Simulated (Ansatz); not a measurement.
# Supercells of twisted 1T-TiS2 bilayer, 27.80° (234 atoms): plane waves and support functions

How do plane waves and support functions scale when twisted 1T-TiS2 bilayer, 27.80° (234 atoms) is repeated?

Method: Kohn-Sham DFT, PBE+D3(BJ), PAW (set soft_2), plane waves, in Ansatz 0.2.0.

## Step 1: The starting structure

The cell holds 234 atoms: 78 Ti and 156 S. Cell: a = 21.295 Å, b = 21.295 Å, c = 20.860 Å, α = 90.0°, β = 90.0°, γ = 120.0°. It derives from TiS2 (1T-TiS2). 1T-TiS2 (a = 3.41 Å) under 1T-TiS2 (a = 3.41 Å), bilayer, commensurate cell of 39 unit cells a layer, twist 27.80 deg; facing planes 3.14 Å apart; 12 Å of vacuum; layers as built, displaced by a Gaussian of 0.01 Å. Regions: layer 1, 117 atoms (39 Ti and 78 S); layer 2, 117 atoms (39 Ti and 78 S). Vacuum lies along c.

Before any run, some limits are plain. Beside vacuum, support functions can miss their usual error bounds without a warning. The main run has no spin polarisation, so moments on Ti can't form in it, and no Hubbard term.

## Step 2: Plane waves, typed cell on a dense mesh

The typed cell on a k-mesh is the yardstick: it samples like Γ on the cell repeated as often as the mesh has points along each axis. Its own convergence isn't tested.

input.yaml

```yaml
crystal:
  lattice:
    - [21.2954, 0.0, 0.0]
    - [-10.6477, 18.44236, 0.0]
    - [0.0, 0.0, 20.86]
  atoms:
    - { symbol: Ti, position: [0.02475, 0.58968, 0.35577] }
    - { symbol: S, position: [0.10212, 0.69119, 0.4247] }
    - { symbol: S, position: [0.12922, 0.61642, 0.28765] }
    - { symbol: Ti, position: [0.07604, 0.76985, 0.35571] }
    - { symbol: S, position: [0.15326, 0.87111, 0.42478] }
    - { symbol: S, position: [0.17882, 0.79513, 0.28787] }
    - { symbol: Ti, position: [0.12806, 0.94892, 0.35657] }
    - { symbol: S, position: [0.20507, 0.05143, 0.42485] }
    - { symbol: S, position: [0.22981, 0.97433, 0.28765] }
    - { symbol: Ti, position: [0.00038, 0.00093, 0.35631] }
    - { symbol: S, position: [0.07641, 0.10231, 0.42472] }
    - { symbol: S, position: [0.10273, 0.02618, 0.28666] }
    - { symbol: Ti, position: [0.05179, 0.17922, 0.35637] }
    - { symbol: S, position: [0.12798, 0.28224, 0.42405] }
    - { symbol: S, position: [0.15452, 0.20583, 0.28741] }
    - { symbol: Ti, position: [0.10229, 0.35819, 0.35602] }
    - { symbol: S, position: [0.18033, 0.46187, 0.42499] }
    - { symbol: S, position: [0.20523, 0.38402, 0.28728] }
    - { symbol: Ti, position: [0.15329, 0.53799, 0.35711] }
    - { symbol: S, position: [0.23007, 0.64081, 0.42485] }
    - { symbol: S, position: [0.25573, 0.56292, 0.28742] }
    - { symbol: Ti, position: [0.20492, 0.71834, 0.3556] }
    - { symbol: S, position: [0.28241, 0.82007, 0.42555] }
    - { symbol: S, position: [0.30757, 0.7435, 0.28715] }
    - { symbol: Ti, position: [0.25715, 0.89762, 0.35593] }
    - { symbol: S, position: [0.33266, 0.99996, 0.42463] }
    - { symbol: S, position: [0.35919, 0.92341, 0.28761] }
    - { symbol: Ti, position: [0.17936, 0.12816, 0.35619] }
    - { symbol: S, position: [0.25609, 0.23053, 0.42442] }
    - { symbol: S, position: [0.28229, 0.15479, 0.28704] }
    - { symbol: Ti, position: [0.23007, 0.30732, 0.35664] }
    - { symbol: S, position: [0.30713, 0.41116, 0.42425] }
    [... 196 atom lines left out ...]
    - { symbol: Ti, position: [0.76536, 0.28583, 0.64344] }
    - { symbol: S, position: [0.86783, 0.36261, 0.71235] }
    - { symbol: S, position: [0.84205, 0.26036, 0.57507] }
    - { symbol: Ti, position: [0.81528, 0.15631, 0.64432] }
    - { symbol: S, position: [0.91828, 0.23438, 0.71209] }
    - { symbol: S, position: [0.89314, 0.13052, 0.57503] }
kpoints:
  mp_grid: { grid: [3, 3, 1] }
hamiltonian:
  xc: pbe
  dispersion: d3bj
scf:
  occupations: { method: fermi_dirac, width: 0.05 }
output:
  forces: true
  populations: true
  dos:
    method: { smearing: { sigma: 0.15 } }
    de: 0.1
    projected: { site_lists: { S: [S], Ti: [Ti] } }
  eigenvalues: true
```

The run is started by

```console
$ ansatz run input.yaml --threads 32 --pin off --max-ram 143360MiB --backend cuda --events-out ev --progress --plain --runs-dir out
```

Numbers of over 12 decimals in the logs are rounded to 6 here.

What it wrote:

```text
Engine: ansatz 0.2.0, aarch64-unknown-linux-gnu
Pseudopotentials: kind: paw
Pseudopotential: Ti, paw, valence charge 12, recommended cutoff 420 eV (normal), Ti.paw.azcp
Pseudopotential: S, paw, valence charge 6, recommended cutoff 420 eV (normal), S.paw.azcp
[... 5 lines on functional and potentials left out ...]
GPU FFT provider: cuFFT
GPU libraries: cuBLAS 13.8.1, cuFFT 12.4.0, cuSOLVER 12.3.2
GPU matrix products: emulated (plane waves: as basis.precision tells), large ones in fixed point in workspaces of 1.00 GiB
Crystal: 234 atoms, lattice volume = 8192.503 Å³
Basis set: ecut = 420 eV, 160215 PW (Γ), exchange–correlation on 288×288×288 points (8 copies of the dense FFT grid, shifted against one another)
Bands: 1170, of which v1, the nominal top of the filled ones, is band 936 counted from 1 (935 counted from 0)
Symmetry: 1 space group operations
Space group: P1 (ITA 1), of the structure as read, at distance tolerance 2.0e-4 Å
k-points: 5 of 9 (time reversal used)
[... 5 lines on functional and potentials left out ...]
Initial density: superposition of atomic densities (neutral atoms: chi_scale 0, normalization atom), corrected by the library's trained network
Initial wavefunctions: pseudopotential atomic-orbital guess
GPU buffer pool allocated for 2985984 grid points (all kernels)
GPU transforms: local potential and band sums: pruned to the plane-wave sphere, on 144×144×144
GPU projectors: on the FFT box's points about the atoms, with room for 1675674 of them (8 bands a pass); a geometry past the room, sums that fail their trial, or a want of GPU memory keeps the tables, and a block in half precision can take them where they are the faster
Functional: x = pbe(κ = 0.804, μ = 0.219515), c = pbe(β = 0.066725)
SCF iter   1: F=—  HF=-336072.539656 eV  |F-HF|=—  |Δ(HF+E_count)|=         —  Δρ=2.72e-3  dr2=1.43e0  ethr=1.77e-3  ⟨swp⟩=6.0  Hψ=23020  notcnv=0
preconditioner: auto → LDOS  [insulator: Δε(μ)=0.199 eV  Ē_g=6.487 eV  σ=0.050 eV  W_gap=0.53  n_scr=1328 (ndim 8)  ℏωp=14.5 eV  f_vac=0.423  D(μ)=16.28/eV (n_scr^D=26)  ε∞_Penn≈6.0  β→1.0]
SCF iter   2: F=—  HF=-336075.180869 eV  |F-HF|=—  |Δ(HF+E_count)|=    2.64e0  Δρ=1.06e-2  dr2=2.45e1  ethr=7.63e-5  ⟨swp⟩=3.0  Hψ=14591  notcnv=0  defer=243
SCF iter   3: F=—  HF=-336072.611689 eV  |F-HF|=—  |Δ(HF+E_count)|=    2.57e0  Δρ=6.15e-4  dr2=5.44e-2  ethr=7.63e-5  ⟨swp⟩=6.6  Hψ=16816  notcnv=0  defer=165
SCF iter   4: F=—  HF=-336072.606269 eV  |F-HF|=—  |Δ(HF+E_count)|=   5.42e-3  Δρ=2.27e-4  dr2=1.31e-2  ethr=2.90e-6  ⟨swp⟩=2.0  Hψ=9014  notcnv=0  defer=167
SCF iter   5: F=—  HF=-336072.609389 eV  |F-HF|=—  |Δ(HF+E_count)|=   3.12e-3  Δρ=1.09e-4  dr2=2.30e-3  ethr=6.98e-7  ⟨swp⟩=2.0  Hψ=8549  notcnv=0  defer=167
SCF iter   6: F=—  HF=-336072.601683 eV  |F-HF|=—  |Δ(HF+E_count)|=   7.71e-3  Δρ=4.69e-5  dr2=6.47e-4  ethr=1.23e-7  ⟨swp⟩=2.0  Hψ=8206  notcnv=0  defer=167
SCF iter   7: F=—  HF=-336072.601637 eV  |F-HF|=—  |Δ(HF+E_count)|=   4.64e-5  Δρ=1.14e-5  dr2=2.45e-5  ethr=3.46e-8  ⟨swp⟩=2.0  Hψ=7563  notcnv=0  defer=167
SCF iter   8: F=—  HF=-336072.609656 eV  |F-HF|=—  |Δ(HF+E_count)|=   8.02e-3  Δρ=4.21e-6  dr2=2.59e-6  ethr=1.31e-9  ⟨swp⟩=2.4  Hψ=8893  notcnv=0  defer=167
SCF iter   9: F=—  HF=-336072.609659 eV  |F-HF|=—  |Δ(HF+E_count)|=   3.00e-6  Δρ=2.05e-6  dr2=4.10e-7  ethr=1.38e-10  ⟨swp⟩=2.0  Hψ=7849  notcnv=0  defer=167
SCF iter  10: F=-336072.609663 eV  HF=-336072.609661 eV  |F-HF|=2.51e-6  |Δ(HF+E_count)|=   1.68e-6  Δρ=9.75e-7  dr2=7.87e-8  ethr=5.34e-12  ⟨swp⟩=10.0  Hψ=21490  notcnv=0
SCF 1 converged in 10 iterations: F = -336072.609663 eV  dr2 = 7.87e-8
  greatest PAW one-centre occupation: 0.999 electrons in one spin orbital (limit 2), on the Ti atom at site 33 (counted from 0), in its partial waves of l = 0
SCF converged after 10 iterations
Free energy (F): -336072.609663 eV
Harris-Foulkes:  -336072.609661 eV  (|F-HF|=2.51e-6)
Internal energy: -336072.421886 eV  (E = F + TS)
E sigma→0 (E₀):  -336072.515774 eV
Entropy (-TS):   -0.187777 eV (-0.802 meV/atom)
Fermi energy:    1.608599 eV
--- Per-component energies (eV) ---
  E_band       = -28283.382886
  E_kinetic    = 37797.711491
  E_local      = -742895.771498  (includes V_loc(G=0)·N_el)
  E_nonlocal   = 4886.911220
  E_hartree    = 354519.134925
  E_xc         = -22788.617277
  E_vxc        = -23196.056038  (∫ρ·V_xc dr)
  E_paw        = -175243.960295  (= ΣΔE_a)
  E_vpaw       = -13914.505576  (= ΣTr[D̂ρ^β])
  E_aug_tail   = 0.010650  (compensation charges beyond the density's cutoff)
  E_ewald      = 207726.099874
  E_disp       = -73.940976  (pairwise vdW)
  E_smearing   = -0.187777  (= −TS)
  E_closure    = 0.000000  (closes the sum)
  Σ components = -336072.609663   (vs F -336072.609663, Δ=0.00e0)
--- Forces (eV/Å), atoms counted from 1 ---
[... 234 lines of forces left out ...]
  max |Σ_I F_I| component: 1.41e-4 eV/Å
--- Band table (eV; the first three rows and the last of 5) ---
--- Löwdin populations: 234 sites ---
  site symbol       q [e]
[... 234 lines, one an atom, left out ...]
  spilling = 0.006461 (of n_electrons = 1872.000000)
```

The job ended after 32 s (1 × NVIDIA GB200 with 32 threads of Arm Neoverse V2, shared host; peak memory 16 GiB).

That memory is the host's. Forces of this run were stored rounded, and per-atom blocks of the log weren't kept.

The program notes that it cut back its plan to fit the GPU's memory.

The run gave:

| Quantity | Value |
| --- | --- |
| free energy | -336072.6097 eV |
| free energy per atom | -1436.2077 eV/atom |
| SCF cycles | 10 |
| r.m.s. force component | 0.1331 eV/Å |
| longest force | 0.4499 eV/Å |
| Fermi energy | 1.609 eV |
| levels partly filled by over 2 per cent | 40 |
| spilling of the projection | 0.006461 |

The r.m.s. force component of 0.13 eV/Å sets the scale for the differences below.

## Step 3: Plane waves, 234 atoms

The typed cell is solved at Γ alone, the coarsest sampling of the series.

input.yaml, the sections that differ from step 2:

```yaml
kpoints:
  mp_grid: { grid: [1, 1, 1] }
output:
  forces: true
# crystal, hamiltonian, scf: as in step 2
```

Run time: 4 s. Hardware: 1 × NVIDIA GB200 with 32 threads; peak memory 2.3 GiB; 11 s of CPU time.

That memory is the host's; the program planned up to 23.6 GiB on the GPU.

It converged in 9 SCF cycles; the log is left out.

The energy lies 1.78 meV/atom above the dense-mesh reference.

## Step 4: Support functions, 234 atoms

The typed cell is solved at Γ alone, now in support functions.

This step: Kohn-Sham DFT, PBE+D3(BJ), PAW (set soft_2), localised support functions (medium) (Ansatz 0.2.0).

Changes to input.yaml since step 3:

```diff
@@ -14,2 +14,5 @@
   occupations: { method: fermi_dirac, width: 0.05 }
+  eigensolver: { kind: { support_functions: { accuracy: medium } } }
+  mixing: { beta: 0.4 }
+  max_iter: 150
 output:
```

It took 11 s on 1 × NVIDIA GB200 with 32 threads; peak memory 2.2 GiB.

That memory is the host's; the program planned up to 9 GiB on the GPU.

The program notes that the band table was not solved further than the SCF left it and it switched symmetry off. Further notices: vacuum switching off with vacuum.

It converged in 30 SCF cycles; the log is left out.

The energy lies 1.20 meV/atom above the dense-mesh reference, and 0.58 meV/atom below plane waves of the same size, an offset between the two bases that leaves the sampling error alike.

## Step 5: Support functions, 936 atoms

The repeated cell is solved at Γ in support functions.

input.yaml, the sections that differ from step 4:

```yaml
crystal:
  lattice:
    - [21.2954, 0.0, 0.0]
    - [-10.6477, 18.44236, 0.0]
    - [0.0, 0.0, 20.86]
  atoms:
    [... the 234 atom lines of step 2 ...]
  supercell: [2, 2, 1]
scf:
  occupations: { method: fermi_dirac, width: 0.05 }
  eigensolver: { kind: { support_functions: { accuracy: medium } } }
  mixing: { beta: 0.2 }
  max_iter: 150
# kpoints, hamiltonian, output: as in step 4
```

Run time: 41 s. Hardware: 1 × NVIDIA GB200 with 32 threads; peak memory 5.9 GiB.

That memory is the host's; the program planned up to 30.9 GiB on the GPU.

The program repeats the typed cell 2×2×1 times, 936 atoms in all; totals in the log are those of the whole repeated cell, and force differences are taken after averaging over the copies of each atom.

It converged in 26 SCF cycles; the log is left out.

The energy lies 0.704 meV/atom below the dense-mesh reference.

## Step 6: Support functions, 2106 atoms

The repeated cell is solved at Γ in support functions.

Changes to input.yaml since step 5:

```diff
@@ -7,3 +7,3 @@
     [... the 234 atom lines of step 2 ...]
-  supercell: [2, 2, 1]
+  supercell: [3, 3, 1]
 kpoints:
```

What it wrote:

```text
Warning: scf.eigensolver.kind.support_functions: disabling space-group detection — the functions' gradient is summed over unrotated k-points, so no spatial operation reduces the k-mesh or symmetrises the density; time reversal is kept, so that k and −k are solved as one point where they differ and the mesh holds both, and exact exchange and, on two spinor components, a DFT+U term hold to it where the run has them: [...]
settings of this run that can trade accuracy for cost: scf.eigensolver.kind.support_functions [...]
[...]
device memory: the entry about to start is reckoned to put 76.2 GiB on a device that reports 182.5 GiB free
GPU FFT provider: cuFFT
GPU libraries: cuBLAS 13.8.1, cuFFT 12.4.0, cuSOLVER 12.3.2
[...]
Crystal: 2106 atoms, lattice volume = 73732.526 Å³
Basis set: ecut = 420 eV, 1441335 PW (Γ), exchange–correlation on 864×864×288 points (8 copies of the dense FFT grid, shifted against one another)
Bands: 10109, of which v1, the nominal top of the filled ones, is band 8424 counted from 1 (8423 counted from 0)
[... 1 set-up line as in the run before ...]
k-points: 1
[...]
GPU buffer pool allocated for 26873856 grid points (all kernels)
[...]
SCF iter   1: F=—  HF=-3024686.746523 eV  |F-HF|=—  |Δ(HF+E_count)|=         —  Δρ=4.85e-2  dr2=2.47e3  ethr=1.00e-1
[...]
SCF iter  28: F=—  HF=-3024654.413738 eV  |F-HF|=—  |Δ(HF+E_count)|=   1.52e-3  Δρ=2.25e-6  dr2=7.23e-6  ethr=9.16e-11  κ⁻¹=6.9e-5(r=7)
SCF iter  29: F=-3024654.415938 eV  HF=-3024654.415525 eV  |F-HF|=4.13e-4  |Δ(HF+E_count)|=   1.79e-3  Δρ=1.54e-6  dr2=2.94e-6  ethr=4.29e-11
SCF 1 converged in 29 iterations: F = -3024654.705235 eV  dr2 = 2.94e-6
[...]
SCF converged after 29 iterations
Stability not checked: this state was not tested for a lower state beside it, because the mixer in use, unlike msr1, does not test its closes by its own steps (another_mixer; see scf.mixing.algorithm and scf.lower_state_search)
Free energy (F): -3024654.705235 eV
[...]
Internal energy: -3024653.016513 eV  (E = F + TS)
E sigma→0 (E₀):  -3024653.860874 eV
Entropy (-TS):   -1.688722 eV (-0.802 meV/atom)
Fermi energy:    1.608945 eV
[...]
Σ components = -3024654.705235   (vs F -3024654.705235, Δ=0.00e0)
--- Forces (eV/Å), atoms counted from 1 ---
  atom   1  Ti     0.20364136     0.16180956     0.06828063
  atom   2  S     -0.02174842     0.14746321    -0.23837022
  atom   3  S     -0.07082934    -0.12104549     0.19599420
  atom   4  Ti     0.25018569    -0.05446057     0.14598760
  atom   5  S      0.01885398     0.04758457    -0.27404106
  atom   6  S      0.10773951     0.02847838     0.14819170
  [... forces on the other 2100 atoms ...]
  max |Σ_I F_I| component: 4.81e-2 eV/Å
--- Band table (eV) ---
[... left out ...]
  guard bands above this table: 1463 of the run's 10109 bands (output.publish_guard_bands: true publishes all)
```

It took 2.2 min on 1 × NVIDIA GB200 with 32 threads; peak memory 13 GiB.

That memory is the host's; the program planned up to 76.2 GiB on the GPU.

The program repeats the typed cell 3×3×1 times, 2106 atoms in all; totals in the log are those of the whole repeated cell, and force differences are taken after averaging over the copies of each atom.

The energy lies 0.579 meV/atom below the dense-mesh reference.

## Step 7: All sizes together

Differences are against the typed cell on a 3×3×1 mesh, which samples like Γ on 2106 atoms (r.m.s. force component 0.133 eV/Å). Every repeated cell is solved at Γ, and forces are averaged over the copies of each atom. Hardware: 1 × NVIDIA GB200 with 32 threads of Arm Neoverse V2, shared host.

| atoms | repeats | basis | Δ force, r.m.s. (meV/Å) | Δ energy (meV/atom) | less plane waves of the same size (meV/atom) | spread among copies (meV/Å) | SCF cycles | time | host memory (GiB) | planned on the GPU (GiB) |
| --- | --- | --- | --- | --- | --- | --- | --- | --- | --- | --- |
| 234 | 1×1×1 | plane waves | 17.9 | 1.78 | - | - | 9 | 4 s | 2.3 | 24 |
| 234 | 1×1×1 | support functions | 17.5 | 1.20 | -0.58 | - | 30 | 11 s | 2.2 | 9 |
| 936 | 2×2×1 | support functions | 3.04 | -0.704 | - | 0.032 | 26 | 41 s | 5.9 | 31 |
| 2106 | 3×3×1 | support functions | 0.419 | -0.579 | - | 0.031 | 29 | 2.2 min | 13 | 76 |

## Step 8: What the reference run shows

With the settings judged, the reference run is read for its physics.

Length of the force by element:

```csv
element,coordination,atoms,mean length of the force (eV/Å),spread,least,most
S,all,156,0.231,0.086,0.0412,0.450
Ti,all,78,0.181,0.073,0.0391,0.400
```

Löwdin charges by element (they lack the spilled electrons, 0.052 e an atom on average):

```
element  coordination  atoms  mean charge (e)  spread   least    most
      S           all    156           -0.317  0.0056  -0.331  -0.298
     Ti           all     78            0.790  0.0034   0.782   0.797
```

By region:

```
 region  atoms  mean length of the force (eV/Å)
layer 1    117                            0.217
layer 2    117                            0.211
```

Density of states as counts of states in windows of 0.5 eV (from the Fermi level), total and some projections:

| from (eV) | to (eV) | total | S p | Ti d |
| --- | --- | --- | --- | --- |
| -10 | -5.5 | 0.0 | 0.0 | 0.0 |
| -5.5 | -5 | 15.0 | 10.1 | 2.7 |
| -5 | -4.5 | 54.7 | 37.8 | 9.8 |
| -4.5 | -4 | 127.1 | 96.0 | 21.0 |
| -4 | -3.5 | 99.9 | 73.6 | 17.4 |
| -3.5 | -3 | 87.5 | 61.5 | 21.9 |
| -3 | -2.5 | 205.4 | 133.0 | 65.6 |
| -2.5 | -2 | 96.6 | 70.6 | 20.9 |
| -2 | -1.5 | 106.1 | 87.7 | 13.4 |
| -1.5 | -1 | 90.6 | 76.2 | 11.5 |
| -1 | -0.5 | 42.6 | 35.6 | 6.0 |
| -0.5 | 0 | 11.3 | 8.0 | 3.0 |
| 0 | 0.5 | 50.9 | 9.1 | 39.3 |
| 0.5 | 1 | 96.1 | 16.0 | 76.8 |

Between -26 and -10 eV lie 312 more states.

The stored curve holds about 1249 of the 1872 electrons; the rest, give or take the few that broadening carries across the Fermi level, lie in deeper levels below its range.

Not all projections were asked for or kept, so they needn't add up to the total.

The levels nearest the highest filled one (over half full), pooled over k-points and spins:

```csv
level less the highest filled one (eV),occupation
-0.0042,1.94
-0.0041,1.94
-0.0039,1.94
-0.0016,1.94
-6.0e-4,1.93
0,1.93
0.208,0.625
0.209,0.619
0.210,0.61
0.213,0.582
0.262,0.267
0.263,0.263
```

Mean Löwdin charges: S -0.32, Ti +0.79 e (they miss 0.65 % of the electrons, so they add up to more than the cell's charge). Just under the Fermi level the largest share is S p (68 % of the projected weight), just over it Ti d (79 % of the projected weight).

## Step 9: Results

* free energy per atom: -1436.2077 eV/atom
* r.m.s. force component: 0.1331 eV/Å
* wall time of the 5 DFT runs: 3.7 min

What this shows: With support functions, the time grows as the 1.5 power of the atom count between the two largest sizes, 936 and 2106 atoms. At equal size the support functions lie 0.58 meV/atom below plane waves, likely because their grid holds more waves than 420 eV; no run tests this. At the largest size the support functions' forces differ from the reference by 0.32 % of the r.m.s. force, where they sample the same k-points.

Levels near the Fermi energy are neither full nor empty under the smearing, so no gap is quoted.

What to keep in mind: The geometry was built by rule, was displaced at random and isn't relaxed at this level: its force components are 0.13 eV/Å r.m.s.

[Logs are printed without paths, hosts, clocks, repeated set-up lines and the standing remarks that a program may print on its own settings, such as how far it seeks lower states.]

[Hosts, paths, dates, database ids (printed as entryN), source tags and the programs' standing remarks are cut or masked in the printed files.]
